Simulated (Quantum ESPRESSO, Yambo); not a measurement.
# BiOBr (P4/nmm): Bethe-Salpeter spectra with Yambo, part 2 of 3

Aim: the absorption spectrum of BiOBr (P4/nmm) with electron-hole interaction, and what each part of the kernel does.

Quantum ESPRESSO 7.5 and Yambo 5.3.0; PBEsol and many-body steps on it, plane waves. Known limits of the many-body steps: not at the basis limit; coarse k mesh; bindings not settled in the k mesh.

So far. Step 4 (Screening and self-energy, 4×4×2 mesh, 260 bands …): The gap on the mesh goes from 1.91 eV to 3.30 eV, a correction of +1.39 eV. Step 5 (Excitons): The lowest state lies at 3.435 eV, 0.305 eV under the direct gap.

The database entry behind the starting cell differs from later determinations by our own check (0.1 to 0.3 % short, probably kX units), so it need not match the best structure at ambient conditions.

**6. Field along z**

Level of this step: Bethe-Salpeter equation on PBEsol with a scissors shift with spin-orbit coupling, plane waves, norm-conserving pseudopotentials (Yambo).

The input, bse4.in:

```
optics
bss
bse
em1s
dipoles
rim_cut
RandQpts= 1000000
RandGvec= 1 RL
Chimod= "HARTREE"
BSKmod= "SEX"
BSEmod= "resonant"
BSSmod= "h"
BSENGexx= 30 Ry
BSENGBlk= 6 Ry
% BSEQptR
 1 | 1 |
%
% BSEBands
 81 | 104 |
%
% BEnRange
 0 | 9 | eV
%
% BDmRange
 0.1 | 0.1 | eV
%
BEnSteps= 181
% BLongDir
 0 | 0 | 1 |
%
% BndsRnXs
 1 | 170 |
%
NGsBlkXs= 6 Ry
% LongDrXs
 1 | 1 | 1 |
%
% KfnQP_E
 1.831 | 1.0 | 1.0 |
%
BSHayTrs= -0.02
```

Started as:

```sh
$ OMP_NUM_THREADS=4 mpirun -n 4 yambo -F bse4.in -J bse4,bse3_W -C bse4 > bse4.log
```

The log of the run:

```text
 Yambo, version 5.3.0

 [02] CORE Variables Setup
 =========================

  [... cell, symmetries and grids as in the set-up ...]

  [02.05] Energies & Occupations
  ==============================

  [X] === General ===
  [X] Electronic Temperature                        :  0.000000  0.000000 [eV K]
  [X] Bosonic    Temperature                        :  0.000000  0.000000 [eV K]
  [X] Finite Temperature mode                       : no
  [X] El. density                                   :  0.74277E+24 [cm-3]
  [X] Fermi Level                                   :  9.563776 [eV]

  [X] === Gaps and Widths ===
  [X] Conduction Band Min                           :  1.907092 [eV]
  [X] Valence Band Max                              :  0.000000 [eV]
  [X] Filled Bands                                  :   92
  [X] Empty Bands                                   :   93  260
  [X] Direct Gap                                    :  1.908719 [eV]
  [X] Direct Gap localized at k                     :  2
  [X] Indirect Gap                                  :  1.907092 [eV]
  [X] Indirect Gap between kpts                     :   6   2
  [X] Last valence band width                       :  1.039323 [eV]
  [X] 1st conduction band width                     :  1.621804 [eV]

 [03] Transferred momenta grid and indexing
 ==========================================

 IBZ Q-points                                      :  12
 BZ  Q-points                                      :   32

 K/Q-points units:
 rlu = crystal or reduced units; cc = cartesian coordinates; iku = interal k-units

 Q [ 1]         [rlu]:  0.000000  0.000000  0.000000
 Q [ 2]         [rlu]:  0.000000  0.000000 -0.500000
 Q [ 3]         [rlu]:  0.000000  0.250000  0.000000
[...]
[coarse-grid] Minimum Gap Correction  [ev]:  1.831000

  Eqp @ K [ 1]
  -151.8311 -151.8311 -151.8311 -151.8311 -108.4418 -108.4418 -108.4418 -108.4418
  -83.71939 -83.71939 -83.71901 -83.71901 -83.71136 -83.71136 -83.71112 -83.71112
  -59.79959 -59.79959 -59.79956 -59.79956 -59.77622 -59.77622 -59.77617 -59.77617
[...]
[... 11 further rows ...]
[...]
Eqp @ K [ 2]
[...]
[... 11 further rows ...]
[...]
Eqp @ K [ 3]
[...]
[... 11 further rows ...]
[...]
Eqp @ K [ 8]
[...]
[... 11 further rows ...]
[...]
Eqp @ K [ 9]
[...]
[... 77 further rows ...]
   25.07222  25.07222  25.07222  25.07222  25.60779  25.60779  25.60779  25.60779
   25.75295  25.75295  25.75295  25.75295  26.18904  26.18904  26.18905  26.18905

 [06] Dipoles
 ============

  [06.01] Setup: observables and procedures
  =========================================

  [WARNING] [r,Vnl^pseudo] included in position and velocity dipoles.

  [WARNING] In case H contains other non local terms, these are neglected

 [07] Static Dielectric Matrix
 =============================

    [08.01.05.02] Main kernel loop
    ==============================

    [08.01.05.03] Wave-Function Phases
    ==================================

    [BSE] WF phases found       :  35.06944 [o/o]

   [08.01.06] BSE solver(s) @q1
   ============================

   [08.01.07] Haydock Solver in the optics basis @q1 using the hermitian scheme
   ============================================================================

   Accuracy (requested)      : -0.020000 [o/o]

   [WARNING] [EPS_extend] Possible inaccuracy in the EPS prolungation

   [WARNING] [EPS_extend] Possible inaccuracy in the EPS prolungation

   [WARNING] [EPS_extend] Possible inaccuracy in the EPS prolungation

[...]
[WARNING] [EPS_extend] Possible inaccuracy in the EPS prolungation

   [WARNING] [EPS_extend] Possible inaccuracy in the EPS prolungation
   Iterations                :  100

 [11] Game Over & Game summary
```

Elapsed: 55 s, on 4 MPI ranks of Arm Neoverse V2, shared host; peak memory 2.1 GiB; 11 min of CPU time.

Numbers from this step:

* transitions in the window: 4608
* direct gap of the transition levels: 3.740 eV

**7. Beyond Tamm-Dancoff**

The input, bse5.in:

```
optics
bss
bse
em1s
dipoles
rim_cut
RandQpts= 1000000
RandGvec= 1 RL
Chimod= "HARTREE"
BSKmod= "SEX"
BSEmod= "coupling"
BSSmod= "d"
BSENGexx= 30 Ry
BSENGBlk= 6 Ry
% BSEQptR
 1 | 1 |
%
% BSEBands
 85 | 100 |
%
% BEnRange
 0 | 7 | eV
%
% BDmRange
 0.1 | 0.1 | eV
%
BEnSteps= 141
% BLongDir
 1 | 0 | 0 |
%
% BndsRnXs
 1 | 170 |
%
NGsBlkXs= 6 Ry
% LongDrXs
 1 | 1 | 1 |
%
% KfnQP_E
 1.831 | 1.0 | 1.0 |
%
WRbsWF
```

Started as:

```sh
$ OMP_NUM_THREADS=4 mpirun -n 4 yambo -F bse5.in -J bse5,bse3_W -C bse5 > bse5.log
```

The log of the run:

```text
 Yambo, version 5.3.0

 [02] CORE Variables Setup
 =========================

  [... cell, symmetries and grids as in the set-up ...]

  [02.05] Energies & Occupations
  ==============================

  [X] === General ===
  [X] Electronic Temperature                        :  0.000000  0.000000 [eV K]
  [X] Bosonic    Temperature                        :  0.000000  0.000000 [eV K]
  [X] Finite Temperature mode                       : no
  [X] El. density                                   :  0.74277E+24 [cm-3]
  [X] Fermi Level                                   :  9.563776 [eV]

  [X] === Gaps and Widths ===
  [X] Conduction Band Min                           :  1.907092 [eV]
  [X] Valence Band Max                              :  0.000000 [eV]
  [X] Filled Bands                                  :   92
  [X] Empty Bands                                   :   93  260
  [X] Direct Gap                                    :  1.908719 [eV]
  [X] Direct Gap localized at k                     :  2
  [X] Indirect Gap                                  :  1.907092 [eV]
  [X] Indirect Gap between kpts                     :   6   2
  [X] Last valence band width                       :  1.039323 [eV]
  [X] 1st conduction band width                     :  1.621804 [eV]

 [03] Transferred momenta grid and indexing
 ==========================================

 IBZ Q-points                                      :  12
 BZ  Q-points                                      :   32

 K/Q-points units:
 rlu = crystal or reduced units; cc = cartesian coordinates; iku = interal k-units

 Q [ 1]         [rlu]:  0.000000  0.000000  0.000000
 Q [ 2]         [rlu]:  0.000000  0.000000 -0.500000
 Q [ 3]         [rlu]:  0.000000  0.250000  0.000000
[...]
[K+QP] Direct Gap                                 :  3.739719 [eV]
  [K+QP] Direct Gap localized at k                  :  2
  [K+QP] Indirect Gap                               :  3.738092 [eV]
  [K+QP] Indirect Gap between kpts                  :   6   2
  [K+QP] Last valence band width                    :  1.039323 [eV]
  [K+QP] 1st conduction band width                  :  1.621804 [eV]

  [coarse-grid] Minimum Bare Gap        [ev]:  1.907092
  [coarse-grid] Minimum Gap Correction  [ev]:  1.831000

  Eqp @ K [ 1]
  -151.8311 -151.8311 -151.8311 -151.8311 -108.4418 -108.4418 -108.4418 -108.4418
  -83.71939 -83.71939 -83.71901 -83.71901 -83.71136 -83.71136 -83.71112 -83.71112
  -59.79959 -59.79959 -59.79956 -59.79956 -59.77622 -59.77622 -59.77617 -59.77617
[...]
[... 11 further rows ...]
[...]
Eqp @ K [ 2]
[...]
[... 11 further rows ...]
[...]
Eqp @ K [ 3]
[...]
[... 11 further rows ...]
[...]
Eqp @ K [ 8]
[...]
[... 11 further rows ...]
[...]
Eqp @ K [ 9]
[...]
[... 77 further rows ...]
   25.07222  25.07222  25.07222  25.07222  25.60779  25.60779  25.60779  25.60779
   25.75295  25.75295  25.75295  25.75295  26.18904  26.18904  26.18905  26.18905

 [06] Dipoles
 ============

  [06.01] Setup: observables and procedures
  =========================================

  [WARNING] [r,Vnl^pseudo] included in position and velocity dipoles.

  [WARNING] In case H contains other non local terms, these are neglected

 [07] Static Dielectric Matrix
 =============================

    [08.01.05.02] Main kernel loop
    ==============================

    [08.01.05.03] Wave-Function Phases
    ==================================

    [BSE] WF phases found       :  34.63542 [o/o]

   [08.01.06] BSE solver(s) @q1
   ============================

   [08.01.07] Diago Solver @q1
   ===========================

   [WARNING] Parallel non-herm diag not yet implemented. Switching to LK

 [11] Game Over & Game summary
```

It took 3.3 min on 4 MPI ranks; peak memory 5.2 GiB; 31 min of CPU time.

Numbers from this step:

```yaml
transitions_in_the_window: 2048
direct_gap_of_the_transition_levels: 3.740 eV
lowest_state: 3.438 eV
first_strong_exciton_over_a_fiftieth_of_the_strongest_listed: 3.515 eV
binding_of_the_lowest_state_below_the_direct_gap: 0.3021 eV
coulomb_term_of_one_mesh_cell: 0.3434 eV
```

The binding is 0.88 times the screened Coulomb term of one mesh cell (0.34 eV), so it is not shown settled.

The lowest state lies at 3.438 eV, 0.302 eV under the direct gap.

**8. Finite momentum (q 2)**

bse6.in, as its differences from bse5.in of step 7:

```diff
@@ -10,3 +10,3 @@
 BSKmod= "SEX"
-BSEmod= "coupling"
+BSEmod= "resonant"
 BSSmod= "d"
@@ -15,6 +15,6 @@
 % BSEQptR
- 1 | 1 |
+ 2 | 2 |
 %
 % BSEBands
- 85 | 100 |
+ 77 | 96 |
 %
```

Started as:

```sh
$ OMP_NUM_THREADS=4 mpirun -n 4 yambo -F bse6.in -J bse6,bse3_W -C bse6 > bse6.log
```

The log of the run:

```text
 Yambo, version 5.3.0

 [02] CORE Variables Setup
 =========================

  [... cell, symmetries and grids as in the set-up ...]

  [02.05] Energies & Occupations
  ==============================

  [X] === General ===
  [X] Electronic Temperature                        :  0.000000  0.000000 [eV K]
  [X] Bosonic    Temperature                        :  0.000000  0.000000 [eV K]
  [X] Finite Temperature mode                       : no
  [X] El. density                                   :  0.74277E+24 [cm-3]
[...]
25.75295  25.75295  25.75295  25.75295  26.18904  26.18904  26.18905  26.18905

 [06] Dipoles
 ============

  [06.01] Setup: observables and procedures
  =========================================

  [WARNING] [r,Vnl^pseudo] included in position and velocity dipoles.

  [WARNING] In case H contains other non local terms, these are neglected

 [07] Static Dielectric Matrix
 =============================

    [08.01.05.02] Main kernel loop
    ==============================

   [08.01.06] BSE solver(s) @q2
   ============================

   [08.01.07] Diago Solver @q2
   ===========================

 [11] Game Over & Game summary
```

It took 58 s on 4 MPI ranks; peak memory 1.9 GiB.

This step gave:

| Property | Result |
| --- | --- |
| transitions in the window | 2048 |
| lowest state | 3.601 eV |
| first strong exciton (over a fiftieth of the strongest listed) | 3.621 eV |

The lowest state lies at 3.601 eV.

The ε₂ has structure finer than the step of the table below, so its rows give means over 0.2 eV, whole bins alone (the curve runs from 0 to 7 eV). Peaks (eV: height): BSE 4.50: 2.88, 5.25: 3.67, 5.60: 3.55, 6.90: 4.38; no electron-hole interaction 4.80: 3.93, 5.30: 4.91, 5.55: 5.06, 6.75: 4.11.

Longitudinal response along q; broadening 0.1 eV; transition window only; momentum transfer q number 2. Limits: finite bands, cutoff and mesh; coarse k mesh; exciton not shown settled in the k mesh. ε₂ against photon energy; means over each step:

```csv
photon energy (eV),BSE,no electron-hole interaction
0.2,0.0124,0.0124
0.4,0.0134,0.0134
0.6,0.0146,0.0145
0.8,0.0159,0.0158
1.0,0.0174,0.0172
1.2,0.0192,0.0189
1.4,0.0213,0.0208
1.6,0.0238,0.0231
1.8,0.0268,0.0257
2.0,0.0304,0.0288
2.2,0.0350,0.0326
2.4,0.0408,0.0373
2.6,0.0487,0.0432
2.8,0.0596,0.0507
3.0,0.0764,0.0606
3.2,0.107,0.0746
3.4,0.194,0.0958
3.6,0.481,0.135
3.8,0.470,0.263
4.0,0.948,0.365
4.2,1.55,0.584
4.4,2.64,1.17
4.6,2.44,2.72
4.8,2.29,3.66
5.0,3.00,2.91
5.2,3.40,3.61
5.4,3.15,4.57
5.6,3.42,4.83
5.8,2.81,4.85
6.0,2.73,4.73
6.2,2.19,4.05
6.4,2.57,3.76
6.6,3.61,3.32
6.8,3.98,3.72
```

**9. Finite momentum (q 3)**

bse7.in, as its differences from bse6.in of step 8:

```diff
@@ -15,3 +15,3 @@
 % BSEQptR
- 2 | 2 |
+ 3 | 3 |
 %
```

Started as:

```sh
$ OMP_NUM_THREADS=4 mpirun -n 4 yambo -F bse7.in -J bse7,bse3_W -C bse7 > bse7.log
```

The log of the run:

```text
 Yambo, version 5.3.0

 [02] CORE Variables Setup
 =========================

  [... cell, symmetries and grids as in the set-up ...]

  [02.05] Energies & Occupations
  ==============================

  [X] === General ===
  [X] Electronic Temperature                        :  0.000000  0.000000 [eV K]
  [X] Bosonic    Temperature                        :  0.000000  0.000000 [eV K]
  [X] Finite Temperature mode                       : no
  [X] El. density                                   :  0.74277E+24 [cm-3]
[...]
25.75295  25.75295  25.75295  25.75295  26.18904  26.18904  26.18905  26.18905

 [06] Dipoles
 ============

  [06.01] Setup: observables and procedures
  =========================================

  [WARNING] [r,Vnl^pseudo] included in position and velocity dipoles.

  [WARNING] In case H contains other non local terms, these are neglected

 [07] Static Dielectric Matrix
 =============================

    [08.01.05.02] Main kernel loop
    ==============================

   [08.01.06] BSE solver(s) @q3
   ============================

   [08.01.07] Diago Solver @q3
   ===========================

 [11] Game Over & Game summary
```

Run time: 56 s. Hardware: 4 MPI ranks; peak memory 1.9 GiB; 7.2 min of CPU time.

This step gave:

| Property | Result |
| --- | --- |
| transitions in the window | 2048 |
| lowest state | 3.509 eV |
| first strong exciton (over a fiftieth of the strongest listed) | 3.513 eV |

The lowest state lies at 3.509 eV.

**10. RPA with local fields (no direct term)**

The input, bse8.in:

```
optics
bss
bse
em1s
dipoles
rim_cut
RandQpts= 1000000
RandGvec= 1 RL
Chimod= "HARTREE"
BSKmod= "HARTREE"
BSEmod= "resonant"
BSSmod= "h"
BSENGexx= 30 Ry
BSENGBlk= 6 Ry
% BSEQptR
 1 | 1 |
%
% BSEBands
 81 | 104 |
%
% BEnRange
 0 | 9 | eV
%
% BDmRange
 0.1 | 0.1 | eV
%
BEnSteps= 181
% BLongDir
 1 | 0 | 0 |
%
% BndsRnXs
 1 | 170 |
%
NGsBlkXs= 6 Ry
% LongDrXs
 1 | 1 | 1 |
%
% KfnQP_E
 1.831 | 1.0 | 1.0 |
%
BSHayTrs= -0.02
```

Started as:

```sh
$ OMP_NUM_THREADS=4 mpirun -n 4 yambo -F bse8.in -J bse8,bse3_W -C bse8 > bse8.log
```

The log of the run:

```text
 Yambo, version 5.3.0

 [02] CORE Variables Setup
 =========================

  [... cell, symmetries and grids as in the set-up ...]

  [02.05] Energies & Occupations
  ==============================

  [X] === General ===
  [X] Electronic Temperature                        :  0.000000  0.000000 [eV K]
  [X] Bosonic    Temperature                        :  0.000000  0.000000 [eV K]
  [X] Finite Temperature mode                       : no
  [X] El. density                                   :  0.74277E+24 [cm-3]
[...]
[08.02] BSE solver(s) @q1
  =========================

  [08.03] Haydock Solver in the optics basis @q1 using the hermitian scheme
  =========================================================================

  Accuracy (requested)      : -0.020000 [o/o]

  [WARNING] [EPS_extend] Possible inaccuracy in the EPS prolungation

  [WARNING] [EPS_extend] Possible inaccuracy in the EPS prolungation

  [WARNING] [EPS_extend] Possible inaccuracy in the EPS prolungation

[...]
[WARNING] [EPS_extend] Possible inaccuracy in the EPS prolungation

  [WARNING] [EPS_extend] Possible inaccuracy in the EPS prolungation
  Iterations                :   88

 [11] Game Over & Game summary
```

The job ended after 14 s (4 MPI ranks; peak memory 1.8 GiB).

This step gave:

- transitions in the window: 4608
- direct gap of the transition levels: 3.740 eV

**11. Kernel block larger than the screening**

The input, bse9.in:

```
optics
bss
bse
em1s
dipoles
rim_cut
RandQpts= 1000000
RandGvec= 1 RL
Chimod= "HARTREE"
BSKmod= "SEX"
BSEmod= "resonant"
BSSmod= "d"
BSENGexx= 30 Ry
BSENGBlk= 30 Ry
% BSEQptR
 1 | 1 |
%
% BSEBands
 85 | 96 |
%
% BEnRange
 0 | 7 | eV
%
% BDmRange
 0.1 | 0.1 | eV
%
BEnSteps= 141
% BLongDir
 1 | 0 | 0 |
%
% BndsRnXs
 1 | 170 |
%
NGsBlkXs= 6 Ry
% LongDrXs
 1 | 1 | 1 |
%
% KfnQP_E
 1.831 | 1.0 | 1.0 |
%
WRbsWF
```

Started as:

```sh
$ OMP_NUM_THREADS=4 mpirun -n 4 yambo -F bse9.in -J bse9,bse3_W -C bse9 > bse9.log
```

The log of the run:

```text
 Yambo, version 5.3.0

 [02] CORE Variables Setup
 =========================

  [... cell, symmetries and grids as in the set-up ...]

  [02.05] Energies & Occupations
  ==============================

  [X] === General ===
  [X] Electronic Temperature                        :  0.000000  0.000000 [eV K]
  [X] Bosonic    Temperature                        :  0.000000  0.000000 [eV K]
  [X] Finite Temperature mode                       : no
  [X] El. density                                   :  0.74277E+24 [cm-3]
  [X] Fermi Level                                   :  9.563776 [eV]

  [X] === Gaps and Widths ===
  [X] Conduction Band Min                           :  1.907092 [eV]
  [X] Valence Band Max                              :  0.000000 [eV]
  [X] Filled Bands                                  :   92
  [X] Empty Bands                                   :   93  260
  [X] Direct Gap                                    :  1.908719 [eV]
  [X] Direct Gap localized at k                     :  2
  [X] Indirect Gap                                  :  1.907092 [eV]
  [X] Indirect Gap between kpts                     :   6   2
  [X] Last valence band width                       :  1.039323 [eV]
  [X] 1st conduction band width                     :  1.621804 [eV]

 [03] Transferred momenta grid and indexing
 ==========================================

 IBZ Q-points                                      :  12
 BZ  Q-points                                      :   32

 K/Q-points units:
 rlu = crystal or reduced units; cc = cartesian coordinates; iku = interal k-units

 Q [ 1]         [rlu]:  0.000000  0.000000  0.000000
 Q [ 2]         [rlu]:  0.000000  0.000000 -0.500000
 Q [ 3]         [rlu]:  0.000000  0.250000  0.000000
[...]
[coarse-grid] Minimum Gap Correction  [ev]:  1.831000

  Eqp @ K [ 1]
  -151.8311 -151.8311 -151.8311 -151.8311 -108.4418 -108.4418 -108.4418 -108.4418
  -83.71939 -83.71939 -83.71901 -83.71901 -83.71136 -83.71136 -83.71112 -83.71112
  -59.79959 -59.79959 -59.79956 -59.79956 -59.77622 -59.77622 -59.77617 -59.77617
[...]
[... 11 further rows ...]
[...]
Eqp @ K [ 2]
[...]
[... 11 further rows ...]
[...]
Eqp @ K [ 3]
[...]
[... 11 further rows ...]
[...]
Eqp @ K [ 8]
[...]
[... 11 further rows ...]
[...]
Eqp @ K [ 9]
[...]
[... 77 further rows ...]
   25.07222  25.07222  25.07222  25.07222  25.60779  25.60779  25.60779  25.60779
   25.75295  25.75295  25.75295  25.75295  26.18904  26.18904  26.18905  26.18905

 [06] Dipoles
 ============

  [06.01] Setup: observables and procedures
  =========================================

  [WARNING] [r,Vnl^pseudo] included in position and velocity dipoles.

  [WARNING] In case H contains other non local terms, these are neglected

 [07] Static Dielectric Matrix
 =============================

 [08] Bethe Salpeter Equation driver
 ===================================

  [08.01] Bethe Salpeter Equation @q1
  ===================================

   [08.01.01] Transition pre-analysis @q1
   ======================================

   [08.01.02] Transition Groups build-up @q1
   =========================================

   [BSK] Transition groups (total):  24
   [BSK] Size (resonant):  1024
   [BSK]         (total):  1024
   [BSK] N. of matrices :  1

   [08.01.03] Loading Dipoles @q1
   ==============================

   [RD./bse3_W//ndb.dipoles]-------------------------------------------------------
    Brillouin Zone Q/K grids (IBZ/BZ)                :   12   32   12   32
    RL vectors                                       :  11473 [WF]

[ERROR] STOP signal received while in[08.01.05.01] Screened interaction header I/O
[ERROR] Using screening with less G than Weh interaction
```

Run time: 0.89 s. Hardware: 4 MPI ranks; peak memory 0.26 GiB.

The run stopped with an error after 0.89 s.

The program's words: [ERROR] STOP signal received while in[08.01.05.01] Screened interaction header I/O [ERROR] Using screening with less G than Weh interaction

The fault put into this input: kernel block larger than the screening.

(Continued in part 3 of 3.)

[Paths, hosts, dates, memory and timing lines, banners, echoed tables and standing remarks are left out of the program output.]

[Logs are printed without paths, hosts, clocks, repeated set-up lines and the standing remarks that a program may print on its own settings, such as how far it seeks lower states.]

[Runs of the session that timed out or met a known fault of the program may be left out.]

[Hosts, paths, dates, database ids (printed as entryN), source tags and the programs' standing remarks are cut or masked in the printed files.]
